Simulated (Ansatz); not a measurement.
## Lattice dynamics of LaTe (Fm-3m)

How does LaTe (Fm-3m) vibrate, and is this structure a minimum?

Calculated with Ansatz 0.2.0; DFT PBEsol, scalar-relativistic, plane waves, PAW; PAW set soft_1.

## (1) Set-up

Symmetry: Fm-3m, No. 225, cubic system. The conventional cell has a = 6.436 Å, b = 6.436 Å, c = 6.436 Å, α = 90.00°, β = 90.00°, γ = 90.00°. Nearest to La lie 6 Te at 3.22 Å. Nearest to Te lie 6 La at 3.22 Å. Farther neighbours and most contacts between anions are not listed.

## (2) Relaxation

The cell and atoms are relaxed, since residual forces and stress would shift the frequencies.

input.yaml reads:

```yaml
crystal:
  lattice:
    - [0.0, 3.218, 3.218]
    - [3.218, 0.0, 3.218]
    - [3.218, 3.218, 0.0]
  atoms:
    - { symbol: La, position: [0.0, 0.0, 0.0] }
    - { symbol: Te, position: [0.5, 0.5, 0.5] }
kpoints:
  mp_grid: { grid: [12, 12, 12] }
hamiltonian:
  xc: pbesol
  pseudopotentials: { kind: paw, azcp: { folder: soft_1 }, xc_functional: pbe }
scf:
  occupations: { method: gaussian, width: 0.1 }
output:
  forces: true
  stress: true
  eigenvalues: true
relax:
  adjacent_minimum: "off"
  f_tol: 0.005
  max_steps: 80
  cell: { stress_tol: 0.05 }
```

On the command line:

```console
$ ansatz run input.yaml --threads 4 --pin off --max-ram 10240MiB --backend cpu --events-out ev --progress --plain --runs-dir out
```

Numbers of over 12 decimals in the logs are rounded to 6 here.

Log:

```text
Engine: ansatz 0.2.0, aarch64-unknown-linux-gnu
Pseudopotentials: kind: paw
Pseudopotential: La, paw, valence charge 11, recommended cutoff 420 eV (normal), soft_1/La.paw.azcp
Pseudopotential: Te, paw, valence charge 16, recommended cutoff 420 eV (normal), soft_1/Te.paw.azcp
Functional definition: PBEsol
  exchange = pbesol_x
  correlation = pbesol_c
Crystal: 2 atoms, lattice volume = 66.648 Å³
Basis set: ecut = 420 eV, 1291 PW (Γ), exchange–correlation on 64×64×64 points (8 copies of the dense FFT grid, shifted against one another)
Bands: 18, of which v1, the nominal top of the filled ones, is band 14 counted from 1 (13 counted from 0)
Symmetry: 48 space group operations
Space group: Fm-3m (ITA 225), of the structure as read, at distance tolerance 4.1e-5 Å
k-points: 72 of 1728
Non-local potential: La, projectors of the file, l = 0: 3, l = 1: 2, l = 2: 2, l = 3: 3
Non-local potential: Te, projectors of the file, l = 0: 2, l = 1: 2, l = 2: 2, l = 3: 1
PAW form: soft (Blöchl's): semilocal exchange-correlation on the pseudo side does not see the compensation charge
PAW frozen core: La, regenerated for the run's functional, and the local potential with it (the file was generated under x = pbe(κ = 0.804, μ = 0.219515), c = pbe(β = 0.066725))
PAW frozen core: Te, regenerated for the run's functional, and the local potential with it (the file was generated under x = pbe(κ = 0.804, μ = 0.219515), c = pbe(β = 0.066725))
PAW one-centre angular grid: La, 590 points (default); XC on 64 Gauss nodes
PAW one-centre angular grid: Te, 590 points (default); XC on 64 Gauss nodes
Initial density: superposition of atomic densities (chi_scale 0.1, normalization cell, long waves kept (reshape's long-wave potential 0.00 eV rms))
Initial wavefunctions: pseudopotential atomic-orbital guess
Functional: x = pbesol(κ = 0.804, μ = 0.123457), c = pbesol(β = 0.046)
SCF iter   1: F=—  HF=-13066.982396 eV  |F-HF|=—  |Δ(HF+E_count)|=         —  Δρ=4.15e-2  dr2=2.71e0  ethr=3.10e-3  ⟨swp⟩=5.4  Hψ=5437  notcnv=0
preconditioner: auto → Kerker (q_TF=auto, 2.347 Å⁻¹)  [metal: Δε(μ)=0.069 eV  Ē_g=4.765 eV  σ=0.100 eV  W_gap=0.36  n_scr=14 (ndim 8)  ℏωp=13.6 eV  f_vac=0.000  D(μ)=2.32/eV (n_scr^D=14)]
SCF iter   2: F=—  HF=-13066.356799 eV  |F-HF|=—  |Δ(HF+E_count)|=   6.26e-1  Δρ=1.78e-2  dr2=3.12e-1  ethr=3.10e-3  ⟨swp⟩=4.9  Hψ=3709  notcnv=0
SCF iter   3: F=—  HF=-13066.288933 eV  |F-HF|=—  |Δ(HF+E_count)|=   6.79e-2  Δρ=7.91e-3  dr2=5.32e-2  ethr=1.15e-3  ⟨swp⟩=2.2  Hψ=1893  notcnv=0
SCF iter   4: F=—  HF=-13066.276460 eV  |F-HF|=—  |Δ(HF+E_count)|=   1.25e-2  Δρ=1.40e-3  dr2=2.10e-3  ethr=1.97e-4  ⟨swp⟩=2.2  Hψ=1973  notcnv=0
SCF iter   5: F=—  HF=-13066.276562 eV  |F-HF|=—  |Δ(HF+E_count)|=   1.02e-4  Δρ=6.30e-4  dr2=5.65e-4  ethr=7.78e-6  ⟨swp⟩=2.8  Hψ=2362  notcnv=0
SCF iter   6: F=—  HF=-13066.276425 eV  |F-HF|=—  |Δ(HF+E_count)|=   1.36e-4  Δρ=1.46e-4  dr2=1.48e-5  ethr=2.09e-6  ⟨swp⟩=2.6  Hψ=1922  notcnv=0
SCF iter   7: F=—  HF=-13066.276431 eV  |F-HF|=—  |Δ(HF+E_count)|=   5.97e-6  Δρ=4.75e-5  dr2=1.45e-6  ethr=5.48e-8  ⟨swp⟩=2.6  Hψ=2179  notcnv=0
SCF iter   8: F=—  HF=-13066.276431 eV  |F-HF|=—  |Δ(HF+E_count)|=   1.65e-7  Δρ=1.27e-5  dr2=1.04e-7  ethr=5.38e-9  ⟨swp⟩=2.2  Hψ=2087  notcnv=0
SCF iter   9: F=-13066.276431 eV  HF=-13066.276431 eV  |F-HF|=9.23e-9  |Δ(HF+E_count)|=   2.54e-8  Δρ=3.97e-6  dr2=1.11e-8  ethr=3.70e-10  ⟨swp⟩=6.1  Hψ=6942  notcnv=0
SCF 1 converged in 9 iterations: F = -13066.276431 eV  dr2 = 1.11e-8
  greatest PAW one-centre occupation: 0.998 electrons in one spin orbital (limit 2), on the Te atom at site 1 (counted from 0), in its partial waves of l = 2
relax step   1: F+E_penalty+E_count = -13066.27643122 eV  Δ(F+E_penalty+E_count) = +0.000e0 eV  max|allowed force component| = 2.445e-29 eV/Å  Δτ_max = 0.0000 Å  P = -1.261 GPa  Ω = 66.648 Å³  (9 SCF iters, dr2 threshold 1.00e-7 eV, accepted)
Crystal: 2 atoms, lattice volume = 64.177 Å³
Basis set: ecut = 420 eV, 1243 PW (Γ), exchange–correlation on 64×64×64 points (8 copies of the dense FFT grid, shifted against one another)
Initial density: handed on by an earlier stage of this run
Initial wavefunctions: those handed on with the density
iter 1 solved again at ethr=7.77e-6 eV; its pass at ethr=3.10e-3 eV (dr2=2.10e-3 eV) is discarded
SCF iter   1: F=—  HF=-13066.279846 eV  |F-HF|=—  |Δ(HF+E_count)|=         —  Δρ=1.37e-3  dr2=2.62e-3  ethr=7.77e-6  ⟨swp⟩=2.1  Hψ=10964  notcnv=0
preconditioner: auto → Kerker (q_TF=auto, 2.362 Å⁻¹)  [metal: Δε(μ)=0.033 eV  Ē_g=11.073 eV  σ=0.100 eV  W_gap=0.19  n_scr=14 (ndim 8)  ℏωp=18.0 eV  f_vac=0.000  D(μ)=1.16/eV (n_scr^D=8)]
SCF iter   2: F=—  HF=-13066.279203 eV  |F-HF|=—  |Δ(HF+E_count)|=   6.42e-4  Δρ=8.24e-4  dr2=7.73e-4  ethr=7.77e-6  ⟨swp⟩=2.0  Hψ=1566  notcnv=0
SCF iter   3: F=—  HF=-13066.278959 eV  |F-HF|=—  |Δ(HF+E_count)|=   2.44e-4  Δρ=1.61e-4  dr2=2.97e-5  ethr=2.86e-6  ⟨swp⟩=2.0  Hψ=1590  notcnv=0
SCF iter   4: F=—  HF=-13066.278953 eV  |F-HF|=—  |Δ(HF+E_count)|=   6.13e-6  Δρ=6.65e-5  dr2=5.19e-6  ethr=1.10e-7  ⟨swp⟩=2.2  Hψ=2296  notcnv=0
SCF iter   5: F=—  HF=-13066.278952 eV  |F-HF|=—  |Δ(HF+E_count)|=   6.40e-7  Δρ=1.99e-5  dr2=3.73e-7  ethr=1.92e-8  ⟨swp⟩=2.5  Hψ=1948  notcnv=0
SCF iter   6: F=-13066.278952 eV  HF=-13066.278952 eV  |F-HF|=1.69e-9  |Δ(HF+E_count)|=   4.08e-8  Δρ=6.55e-6  dr2=3.15e-8  ethr=7.41e-10  ⟨swp⟩=6.8  Hψ=6691  notcnv=0
SCF 2 converged in 6 iterations: F = -13066.278952 eV  dr2 = 3.15e-8
relax step   2: F+E_penalty+E_count = -13066.27895189 eV  Δ(F+E_penalty+E_count) = -2.521e-3 eV  max|allowed force component| = 4.181e-29 eV/Å  Δτ_max = 0.0000 Å  P = +1.049 GPa  Ω = 64.177 Å³  energy of the carried Pulay correction = +2.585e-4 eV  (6 SCF iters, dr2 threshold 2.00e-7 eV, accepted)
Crystal: 2 atoms, lattice volume = 65.276 Å³
iter 1 solved again at ethr=7.60e-7 eV; its pass at ethr=3.10e-3 eV (dr2=2.05e-4 eV) is discarded
SCF iter   1: F=—  HF=-13066.282430 eV  |F-HF|=—  |Δ(HF+E_count)|=         —  Δρ=6.17e-4  dr2=5.48e-4  ethr=7.60e-7  ⟨swp⟩=3.0  Hψ=11342  notcnv=0
eigensolver tolerance schedule calibrated: the retry pair's looser diagonalisation under-reported the residual by θ = 0.63 (0.17/decade); ethr = c·dr2/N_el runs at the constant in force after the calibration composes with the one it found (an armed cap, an earlier calibration), c = 3.3e-2
preconditioner: auto → Kerker (q_TF=auto, 2.355 Å⁻¹)  [metal: Δε(μ)=0.025 eV  Ē_g=11.065 eV  σ=0.100 eV  W_gap=0.14  n_scr=14 (ndim 8)  ℏωp=17.8 eV  f_vac=0.000  D(μ)=1.19/eV (n_scr^D=8)]
SCF iter   2: F=—  HF=-13066.282295 eV  |F-HF|=—  |Δ(HF+E_count)|=   1.35e-4  Δρ=3.71e-4  dr2=1.66e-4  ethr=6.76e-7  ⟨swp⟩=2.0  Hψ=1629  notcnv=0
SCF iter   3: F=—  HF=-13066.282243 eV  |F-HF|=—  |Δ(HF+E_count)|=   5.14e-5  Δρ=6.37e-5  dr2=4.65e-6  ethr=2.04e-7  ⟨swp⟩=2.7  Hψ=1803  notcnv=0
SCF iter   4: F=—  HF=-13066.282243 eV  |F-HF|=—  |Δ(HF+E_count)|=   1.18e-7  Δρ=2.80e-5  dr2=9.29e-7  ethr=5.74e-9  ⟨swp⟩=3.0  Hψ=2654  notcnv=0
SCF iter   5: F=-13066.282243 eV  HF=-13066.282243 eV  |F-HF|=2.50e-9  |Δ(HF+E_count)|=   1.25e-7  Δρ=7.40e-6  dr2=3.65e-8  ethr=2.47e-10  ⟨swp⟩=7.2  Hψ=7115  notcnv=0
SCF 3 converged in 5 iterations: F = -13066.282243 eV  dr2 = 3.65e-8
relax step   3: F+E_penalty+E_count = -13066.28224311 eV  Δ(F+E_penalty+E_count) = -3.291e-3 eV  max|allowed force component| = 2.419e-29 eV/Å  Δτ_max = 0.0000 Å  P = -0.038 GPa  Ω = 65.276 Å³  energy of the carried Pulay correction = +1.423e-4 eV  (5 SCF iters, dr2 threshold 2.00e-7 eV, accepted)
Initial wavefunctions: pseudopotential atomic-orbital guess (no wavefunctions were taken with the density)
iter 1 solved again at ethr=1.96e-7 eV; its pass at ethr=3.10e-3 eV (dr2=5.28e-5 eV) is discarded
SCF iter   1: F=—  HF=-13066.282100 eV  |F-HF|=—  |Δ(HF+E_count)|=         —  Δρ=1.72e-5  dr2=7.46e-8  ethr=1.96e-7  ⟨swp⟩=3.3  Hψ=10791  notcnv=0
preconditioner: auto → Kerker (q_TF=auto, 2.355 Å⁻¹)  [metal: Δε(μ)=0.026 eV  Ē_g=11.057 eV  σ=0.100 eV  W_gap=0.15  n_scr=14 (ndim 8)  ℏωp=17.8 eV  f_vac=0.000  D(μ)=1.19/eV (n_scr^D=8)]
SCF iter   2: F=—  HF=-13066.282102 eV  |F-HF|=—  |Δ(HF+E_count)|=   1.63e-6  Δρ=8.66e-6  dr2=2.47e-8  ethr=2.76e-10  ⟨swp⟩=2.3  Hψ=2341  notcnv=0
SCF iter   3: F=—  HF=-13066.282102 eV  |F-HF|=—  |Δ(HF+E_count)|=   8.69e-9  Δρ=2.44e-6  dr2=4.79e-9  ethr=9.16e-11  ⟨swp⟩=2.5  Hψ=2297  notcnv=0
SCF iter   4: F=—  HF=-13066.282102 eV  |F-HF|=—  |Δ(HF+E_count)|=  4.60e-10  Δρ=6.70e-7  dr2=4.24e-10  ethr=1.77e-11  ⟨swp⟩=2.0  Hψ=1627  notcnv=0
SCF iter   5: F=-13066.282102 eV  HF=-13066.282102 eV  |F-HF|=1.82e-12  |Δ(HF+E_count)|=  2.00e-11  Δρ=1.17e-7  dr2=5.63e-12  ethr=1.00e-12  ⟨swp⟩=5.0  Hψ=7384  notcnv=0
SCF 4 converged in 5 iterations: F = -13066.282102 eV  dr2 = 5.63e-12
relax step   4: F+E_penalty+E_count = -13066.28210176 eV  Δ(F+E_penalty+E_count) = +1.413e-4 eV  max|allowed force component| = 2.840e-29 eV/Å  Δτ_max = 0.0000 Å  P = -0.038 GPa  Ω = 65.276 Å³  stress off target by 3.85e-2 GPa  SCF on the basis re-selected at this cell (its energy is not comparable with the rows above)  (5 SCF iters)
basis re-selected at this cell: Δ(F+E_penalty+E_count) = +1.413e-4 eV, ΔP = +0.000 GPa vs the last step (what re-selecting the basis moved, of the pressure what is left beyond the Pulay correction that the steps carried, after the strain that the cell walked since its last selection, with what the two solves' SCF thresholds leave and, on support functions, any second-order correction that the steps lacked; it is no m [...]
SCF converged after 5 iterations
Free energy (F): -13066.282102 eV
Harris-Foulkes:  -13066.282102 eV  (|F-HF|=1.82e-12)
Internal energy: -13066.276170 eV  (E = F + TS)
E sigma→0 (E₀):  -13066.279136 eV
Entropy (-TS):   -0.005932 eV (-2.966 meV/atom)
Fermi energy:    11.621017 eV
--- Per-component energies (eV) ---
  E_band       = -275.541848
  E_kinetic    = 359.738136
  E_local      = -1963.744050  (includes V_loc(G=0)·N_el)
  E_nonlocal   = 160.097197
  E_hartree    = 946.320945
  E_xc         = -263.599565
  E_vxc        = -247.080324  (∫ρ·V_xc dr)
  E_paw        = -9926.446763  (= ΣΔE_a)
  E_vpaw       = -477.194797  (= ΣTr[D̂ρ^β])
  E_aug_tail   = 0.000082  (compensation charges beyond the density's cutoff)
  E_ewald      = -2379.186000
  E_core_change = 0.543847  (= ΣΔE_core)
  E_smearing   = -0.005932  (= −TS)
  E_closure    = -0.000000  (closes the sum)
  Σ components = -13066.282102   (vs F -13066.282102, Δ=0.00e0)
--- Forces (eV/Å), atoms counted from 1 ---
  atom   1  La    -0.00000000     0.00000000     0.00000000
  atom   2  Te     0.00000000     0.00000000     0.00000000
  max |Σ_I F_I| component: 4.42e-29 eV/Å
--- Stress (GPa, compression-positive) ---
       -0.038467      -0.000000      -0.000000
        0.000000      -0.038467       0.000000
       -0.000000      -0.000000      -0.038467
  P = ⅓ Tr σ = -0.0385 GPa (-0.385 kbar)
--- Band table (eV; the first three rows and the last of 72) ---
  k-point 0: bands = [... 10 lower, 9.3387, 9.3387, 9.3387, 11.5941, 11.5941, 11.5941, 12.2911, 12.2911]
  k-point 1: bands = [... 10 lower, 9.0022, 9.1495, 9.1495, 11.6126, 11.6855, 11.6855, 12.4725, 12.4725]
  k-point 2: bands = [... 10 lower, 8.2869, 8.7415, 8.7415, 11.6489, 11.9211, 11.9211, 12.7742, 12.7742]
  k-point 71: bands = [... 10 lower, 7.5762, 8.1280, 8.1280, 12.0847, 12.0847, 12.9500, 12.9500, 12.9980]
--- Relaxed structure (3 steps of the walk, 3 accepted, 1 SCFs on fresh bases) ---
  F+E_penalty+E_count = -13066.28210176 eV   max|allowed force component| = 2.840e-29 eV/Å   (the final SCF, on the basis selected at the relaxed cell)
  cell:  # Å, volume = 65.2756 Å³
    - [0, 3.195756, 3.195756]
    - [3.195756, 0, 3.195756]
    - [3.195756, 3.195756, 0]
  atoms:
    - { symbol: La, position: [0, 0, 0] }
    - { symbol: Te, position: [0.500000, 0.500000, 0.500000] }
```

Wall time 6.3 s (4 threads of Arm Neoverse V1, shared host); peak memory 0.43 GiB.

Relaxation path:

| step | energy less that of the first step (eV) | largest force component (eV/Å) | pressure (GPa) | volume (Å³) |
| --- | --- | --- | --- | --- |
| 1 | 0.0000 | 0.0000 | -1.26 | 66.65 |
| 2 | -0.0025 | 0.0000 | 1.05 | 64.18 |
| 3 | -0.0058 | 0.0000 | -0.04 | 65.28 |
| 4* | -0.0057 | 0.0000 | -0.04 | 65.28 |

Relaxation steps marked * repeat the geometry before them on a plane-wave basis chosen anew for their cell, so energy and pressure can jump there.

The run keeps the 48 symmetry operations that it works with, so distortions that break them were not tested.

| conventional cell, symmetrised | before | after | change |
| --- | --- | --- | --- |
| a (Å) | 6.436 | 6.392 | -0.7 % |
| b (Å) | 6.436 | 6.392 | -0.7 % |
| c (Å) | 6.436 | 6.392 | -0.7 % |
| volume (Å³/atom) | 33.32 | 32.64 | -2.1 % |

Final coordinates:

```xyz
2
Lattice="0.0000 3.1958 3.1958 3.1958 0.0000 3.1958 3.1958 3.1958 0.0000" Properties=species:S:1:pos:R:3 pbc="T T T"
La    0.0000    0.0000    0.0000
Te    3.1958    3.1958    3.1958
```

Numbers from this step:

```yaml
pressure: -0.03847 GPa
volume_per_atom: 32.64 Å³
gap_on_the_k_mesh: 0 eV
```

In this step the volume went from 33.32 to 32.64 Å³/atom.

## (3) Relaxing to small forces for the phonons

Phonons need a cell at rest on their own settings, so the relaxation is repeated with tight tolerances on forces and stress, using the mesh and the filling of the phonon run that follows.

input.yaml, the sections that differ from step 2:

```yaml
crystal:
  lattice:
    - [0.0, 3.1957556595, 3.1957556595]
    - [3.1957556595, 0.0, 3.1957556595]
    - [3.1957556595, 3.1957556595, 0.0]
  atoms:
    - { symbol: La, position: [0.0, 0.0, 0.0] }
    - { symbol: Te, position: [0.5, 0.5, 0.5] }
scf:
  occupations: { method: methfessel_paxton, width: 0.2 }
relax:
  adjacent_minimum: "off"
  f_tol: 0.001
  max_steps: 60
  cell: { stress_tol: 0.01 }
# kpoints, hamiltonian, output: as in step 2
```

Log:

```text
[...]
Crystal: 2 atoms, lattice volume = 65.276 Å³
Basis set: ecut = 420 eV, 1243 PW (Γ), exchange–correlation on 64×64×64 points (8 copies of the dense FFT grid, shifted against one another)
Bands: 18, of which v1, the nominal top of the filled ones, is band 14 counted from 1 (13 counted from 0)
Symmetry: 48 space group operations
[...]
k-points: 72 of 1728
[...]
k-point 71: bands = [... 10 lower, 7.5860, 8.1392, 8.1392, 12.0951, 12.0951, 12.9603, 12.9603, 13.0084]
--- Relaxed structure (3 steps of the walk, 3 accepted, 1 SCFs on fresh bases) ---
[...]
cell:  # Å, volume = 65.2202 Å³
    - [0, 3.194852, 3.194852]
    - [3.194852, 0, 3.194852]
    - [3.194852, 3.194852, 0]
  atoms:
    - { symbol: La, position: [0, 0, 0] }
    - { symbol: Te, position: [0.5, 0.5, 0.5] }
[key lines of the parts left out:]
SCF converged after 6 iterations
Free energy (F): -13066.278481 eV
Fermi energy:    11.624632 eV
P = ⅓ Tr σ = -0.0001 GPa (-0.001 kbar)
```

Wall time 6.1 s (4 threads); peak memory 0.44 GiB.

Little changed from the start: no atom moved by 0.005 Å and no cell edge by 0.1 %.

This step gave:

```yaml
pressure: -1.15e-4 GPa
volume_per_atom: 32.61 Å³
```

The forces vanish by symmetry and the pressure is 0.000 GPa, within the tolerances set. The cell now holds 32.61 Å³/atom.

## (4) Modes at Γ

The zone centre comes first: it holds the modes that light can see, as far as symmetry allows. No field response is asked, since the mesh shows no gap.

input.yaml, the sections that differ from step 3:

```yaml
crystal:
  lattice:
    - [0.0, 3.1948516099, 3.1948516099]
    - [3.1948516099, 0.0, 3.1948516099]
    - [3.1948516099, 3.1948516099, 0.0]
  atoms:
    - { symbol: La, position: [0.0, 0.0, 0.0] }
    - { symbol: Te, position: [0.5, 0.5, 0.5] }
output:
  eigenvalues: true
phonons:
  method: dfpt
# kpoints, hamiltonian, scf: as in step 3
# relax: removed
```

Log:

```text
[...]
Crystal: 2 atoms, lattice volume = 65.220 Å³
Basis set: ecut = 420 eV, 1243 PW (Γ), exchange–correlation on 64×64×64 points (8 copies of the dense FFT grid, shifted against one another)
Bands: 18, of which v1, the nominal top of the filled ones, is band 14 counted from 1 (13 counted from 0)
Symmetry: 48 space group operations
k-points: 163 of 1728 (irreducible under 8 space group operations, time reversal used)
[...]
SCF iter   1: F=—  HF=-13066.974040 eV  |F-HF|=—  |Δ(HF+E_count)|=         —  Δρ=4.09e-2  dr2=2.59e0  ethr=3.10e-3  ⟨swp⟩=7.8  Hψ=52154  notcnv=0  defer=7
automatic band count: the SCF goes on with 22 bands, as 18 were too few: they end inside the smearing window of the response
[...]
SCF iter   2: F=—  HF=-13066.545532 eV  |F-HF|=—  |Δ(HF+E_count)|=   4.29e-1  S|Δr|=    0.00e0  Δρ=2.60e-2  dr2=1.05e0  ethr=3.10e-3  ⟨swp⟩=2.0  Hψ=7091  notcnv=0  defer=582
[...]
SCF iter  11: F=-13066.278481 eV  HF=-13066.278481 eV  |F-HF|=1.82e-12  |Δ(HF+E_count)|=  9.09e-12  S|Δr|=    0.00e0  Δρ=2.71e-8  dr2=5.23e-13  ethr=1.00e-12  ⟨swp⟩=15.0  Hψ=28751  notcnv=0
SCF 1 converged in 11 iterations: F = -13066.278481 eV  dr2 = 5.23e-13
[...]
DFPT response loops at Γ: preconditioner auto → Kerker (q_TF=auto, 2.355 Å⁻¹) (partly filled bands, converged f_vac=0.000); β = 1.00, the filter's whole step (`scf.mixing.beta` (0.50) is not read by the response loops under this deck's `scf.mixing.preconditioner`; to damp them name `kerker` or `kerker_dos`, under which they read `scf.mixing.beta`, and type it under 1.00, their step now; both keys bind the ground state too); Broyden in place of MSR1
SCF converged after 11 iterations
[...]
Free energy (F): -13066.278481 eV
[...]
Internal energy: -13066.280337 eV  (E = F + TS)
E sigma→0 (E₀):  -13066.278945 eV
Entropy (-TS):   0.001856 eV (0.928 meV/atom)
Fermi energy:    11.624632 eV
[...]
--- Band table (eV; the first three rows and the last of 163) ---
  k-point 0: bands = [... 10 lower, 9.3501, 9.3501, 9.3501, 11.6044, 11.6044, 11.6044, 12.3023, 12.3023, ... 12 higher]
  k-point 1: bands = [... 10 lower, 9.0134, 9.1607, 9.1607, 11.6229, 11.6959, 11.6959, 12.4837, 12.4837, ... 12 higher]
  k-point 2: bands = [... 10 lower, 8.2976, 8.7521, 8.7521, 11.6592, 11.9316, 11.9316, 12.7851, 12.7851, ... 12 higher]
  k-point 162: bands = [... 10 lower, 7.5860, 8.1392, 8.1392, 12.0951, 12.0951, 12.9603, 12.9603, 13.0084, ... 12 higher]
--- Phonons (Γ-DFPT): 2 representative perturbations + reference, on 163 of 1728 k-points (Σ response iterations 6) ---
  k mesh reduced under 8 symmetry operations, with k and −k counted as one. Each operation leaves every solved perturbation unchanged. A smaller set is not used because it would not reduce the number of displacements times k-points to solve
  ASR residual: 1.702e-4 → 0.000e0 eV/Å²; symmetrization residual: 3.086e-5 eV/Å²
  ASR residual per site (eV/Å²): 1.70e-4 9.94e-5
  Γ frequencies (cm⁻¹): 0.00 0.00 0.00 156.45 156.45 156.45
  non-analytic LO–TO correction: not included (Born effective charges unavailable; polar crystals: no LO–TO splitting at Γ)
```

Wall time 20 s (4 threads); peak memory 1 GiB.

The column dr2 measures how far the density is from self-consistency, as an energy; F and HF (Harris–Foulkes) agree once it is small.

This step gave:

* sum-rule residual before enforcement: 1.70e-4 eV/Å²
* point group: m-3m
* highest optical mode at the zone centre (no LO-TO term): 156.4 cm⁻¹
* lowest optical zone-centre mode: 156.4 cm⁻¹

Patterns of degenerate modes are one choice out of their space. The modes at Γ (shares of kinetic energy by element, %):

| mode | frequency (cm⁻¹) | symmetry | La % | Te % |
| --- | --- | --- | --- | --- |
| 1 | 0.0 | acoustic | 52 | 48 |
| 2 | 0.0 | acoustic | 52 | 48 |
| 3 | 0.0 | acoustic | 52 | 48 |
| 4 | 156.4 | T1u | 48 | 52 |
| 5 | 156.4 | T1u | 48 | 52 |
| 6 | 156.4 | T1u | 48 | 52 |

Displacements in mode 5 (156.4 cm⁻¹), the largest set to 1:
```
La1  0.00  0.00 -0.92
Te2  0.00  0.00  1.00
```

Before it was imposed, the acoustic sum rule was missed by 1.7e-4 eV/Å². Small misses are needed for a sound result but don't prove that mesh and cutoff are converged. The lowest optical mode is real, 156 cm⁻¹.

[end of part 1 of 2]

[Logs are printed without paths, hosts, clocks, repeated set-up lines and the standing remarks that a program may print on its own settings, such as how far it seeks lower states.]

[Hosts, paths, dates, database ids (printed as entryN), source tags and the programs' standing remarks are cut or masked in the printed files.]
